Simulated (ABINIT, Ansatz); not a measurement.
**CaO (Lime): one start, several treatments of the self-energy**

Aim: compare treatments of exchange, screening and correlation for the gap of CaO (Lime).

Program: ABINIT 10.8.3. Level of theory: PBE and many-body steps on it, plane waves. Results are calculated unless marked as measured.

This is a report of a sequence of runs, with most program output left out.

## (1) Set-up

It takes space group Fm-3m (No. 225, cubic). Conventional cell: a = 4.813 Å, b = 4.813 Å, c = 4.813 Å, α = 90.00°, β = 90.00°, γ = 90.00°. Nearest to Ca lie 6 O at 2.41 Å. O has 6 Ca at 2.41 Å nearest. Farther neighbours and most contacts between anions are not listed.

The cell and positions come from the Crystallography Open Database and are kept as given unless a step says otherwise.

## (2) Empty states on the mesh, 6×6×6 mesh, 522 bands

This step: ABINIT 10.8.3; DFT, PBE, plane waves, norm-conserving pseudopotentials.

The sums over transitions need many empty states on a uniform mesh; this step solves for them.

Contents of run.abi:

```
acell 3*1.0 Angstrom
rprim 
  -0.000000000000 2.406500000000 2.406500000000
  2.406500000000 -0.000000000000 2.406500000000
  2.406500000000 2.406500000000 -0.000000000000
ntypat 2
znucl 20 8
natom 2
typat 1 2
xred 
  0.000000000000 0.000000000000 0.000000000000
  0.500000000000 0.500000000000 0.500000000000
pp_dirpath "pseudos"
pseudos "Ca.upf, O.upf"
ecut 36
ngkpt 6 6 6
nshiftk 1
shiftk 0 0 0
kptopt 1
chksymbreak 0
irdden 1
istwfk *1
nband 522
prtvol 0
optdriver 6
gwr_task "HDIAGO"
paral_kgb 0
occopt 1
indata_prefix "in"
outdata_prefix "out"
tmpdata_prefix "tmp"
```

Launch:

```bash
OMP_NUM_THREADS=1 mpirun -n 8 abinit run.abi > log
```

The job ended after 14 s (8 MPI ranks of Arm Neoverse V2, shared host; peak memory 2.2 GiB; 1.9 min of CPU time).

Numbers from this step:

```
gap                                                           : 3.662 eV
k of the valence top                                          : 0, 0, 0
k of the conduction bottom                                    : 0.5, 0.5, 0
least direct gap                                              : 4.037 eV
k points computed                                             : 16
lowest point of the top converged band, above the valence top : 375.0805 eV
```

On this mesh the gap is 3.662 eV.

The density comes from a self-consistent run that is not shown.

## (3) Screening, 6×6×6 mesh, 214 bands, screening to 283 eV

The RPA dielectric matrix is built and inverted for each q.

This step: RPA screening on PBE, plane waves, norm-conserving pseudopotentials.

Edit run.abi of step 2 so:

```diff
@@ -20,10 +20,11 @@
 chksymbreak 0
-irdden 1
 istwfk *1
-nband 522
-prtvol 0
-optdriver 6
-gwr_task "HDIAGO"
-paral_kgb 0
 occopt 1
+irdwfk 1
+optdriver 3
+nband 214
+ecuteps 10.4
+inclvkb 2
+awtr 1
+symchi 1
 indata_prefix "in"
```

Wall time 2 min (8 MPI ranks); peak memory 2.4 GiB; 16 min of CPU time.

Numbers from this step:

| Quantity | Value |
| --- | --- |
| ε∞ with local fields, on this mesh, along the program's q direction | 3.565 |
| the same without local fields | 3.924 |
| plasma frequency | 28.13 eV |
| plane waves in the screening matrix | 307 |

Local fields lower ε∞ by 9 %.

## (4) G0W0, Godby-Needs plasmon pole

The self-energy is evaluated for the states that the input lists, and the levels follow from it, in one-shot runs by the linearised quasiparticle equation.

This step: G0W0 on PBE, plane waves, norm-conserving pseudopotentials.

Edit run.abi of step 3 so:

```diff
@@ -23,8 +23,17 @@
 irdwfk 1
-optdriver 3
+optdriver 4
 nband 214
+gwcalctyp 0
+ecutsigx 36
+symsigma 1
+nkptgw 2
+kptgw 
+  0.0000000000 0.0000000000 0.0000000000
+  0.5000000000 0.5000000000 0.0000000000
+bdgw 
+  6 12
+  7 10
 ecuteps 10.4
-inclvkb 2
-awtr 1
-symchi 1
+irdscr 1
+ppmodel 1
 indata_prefix "in"
```

Wall time 25 s (8 MPI ranks); peak memory 2.6 GiB.

This step gave:

| Property | Result |
| --- | --- |
| G0W0 gap on the points computed | 5.868 eV |
| starting gap on the mesh | 3.662 eV |
| k of the valence top | 0, 0, 0 |
| k of the conduction bottom | 0.5, 0.5, 0 |
| Z at the valence top | 0.779 |
| Z at the conduction bottom | 0.85 |
| least direct G0W0 gap on the computed points | 6.276 eV |

The gap on the mesh goes from 3.66 eV to 5.87 eV, a correction of +2.21 eV.

## (5) G0W0, von der Linden-Horsch plasmon pole

Edit run.abi of step 4 so:

```diff
@@ -37,3 +37,3 @@
 irdscr 1
-ppmodel 1
+ppmodel 3
 indata_prefix "in"
```

Run time: 11 s. Hardware: 8 MPI ranks; peak memory 2.3 GiB; 85 s of CPU time.

This step gave:

```
G0W0 gap on the points computed              : 6.033 eV
starting gap on the mesh                     : 3.662 eV
k of the valence top                         : 0, 0, 0
k of the conduction bottom                   : 0.5, 0.5, 0
Z at the valence top                         : 0.857
Z at the conduction bottom                   : 0.905
least direct G0W0 gap on the computed points : 6.41 eV
```

Against G0W0 in ABINIT (6×6×6 mesh, 214 bands, screening to 283 eV, Godby-Needs plasmon pole), the gap moves by +0.165 eV.

## (6) G0W0, Engel-Farid plasmon pole

Edit run.abi of step 5 so:

```diff
@@ -37,3 +37,3 @@
 irdscr 1
-ppmodel 3
+ppmodel 4
 indata_prefix "in"
```

It took 11 s on 8 MPI ranks; peak memory 2.3 GiB.

This step gave:

| Item | Value |
| --- | --- |
| G0W0 gap on the points computed | 6.027 eV |
| starting gap on the mesh | 3.662 eV |
| k of the valence top | 0, 0, 0 |
| k of the conduction bottom | 0.5, 0.5, 0 |
| least direct G0W0 gap on the computed points | 6.381 eV |

Against G0W0 in ABINIT (6×6×6 mesh, 214 bands, screening to 283 eV, Godby-Needs plasmon pole), the gap moves by +0.159 eV.

## (7) The runs together

Times are wall times on 8 MPI ranks of Arm Neoverse V2, shared host, good to a factor of about two. A run's time includes the screening step that it read.

```csv
run,mesh,bands,screening cutoff (eV),DFT gap (eV),gap on the mesh (eV),direct (eV),ε∞ used,time
"G0W0, Godby-Needs plasmon pole",6×6×6,214,283,3.662,5.868,6.276,3.57,2.5 min
"G0W0, von der Linden-Horsch plasmon pole",6×6×6,214,283,3.662,6.033,6.410,3.57,2.2 min
"G0W0, Engel-Farid plasmon pole",6×6×6,214,283,3.662,6.027,6.381,3.57,2.2 min
```

## (8) Outcome

* G0W0, Godby-Needs plasmon pole: 5.868 eV
* G0W0, von der Linden-Horsch plasmon pole: 6.033 eV
* G0W0, Engel-Farid plasmon pole: 6.027 eV
* known limits: not at the basis limit

G0W0, von der Linden-Horsch plasmon pole: +0.165 eV against G0W0, Godby-Needs plasmon pole. G0W0, Engel-Farid plasmon pole: +0.159 eV against G0W0, Godby-Needs plasmon pole. Bands and cutoff are finite, so the gap is not at the basis limit. The miss can reach some tenths of an eV and take either sign; the mesh is an error of its own. In the G0W0 runs levels were corrected at 2 k points alone, so a gap called «on the mesh» is the least over those, and an edge elsewhere would be missed.

[Paths, hosts, dates, memory and timing lines, banners, echoed tables and standing remarks are left out of the program output.]

[Logs are printed without paths, hosts, clocks, repeated set-up lines and the standing remarks that a program may print on its own settings, such as how far it seeks lower states.]

[Runs of the session that timed out or met a known fault of the program may be left out.]

[Hosts, paths, dates, database ids (printed as entryN), source tags and the programs' standing remarks are cut or masked in the printed files.]

[G0W0 gaps are taken among the corrected bands and points alone; a level outside them can change the order at an edge.]

[Where Ansatz stands beside ABINIT at settings called matched, ABINIT's density can come from a denser mesh and the files from another edition; pairs whose starting gaps differed by over 0.03 eV were left out, so agreement reads better than it is.]
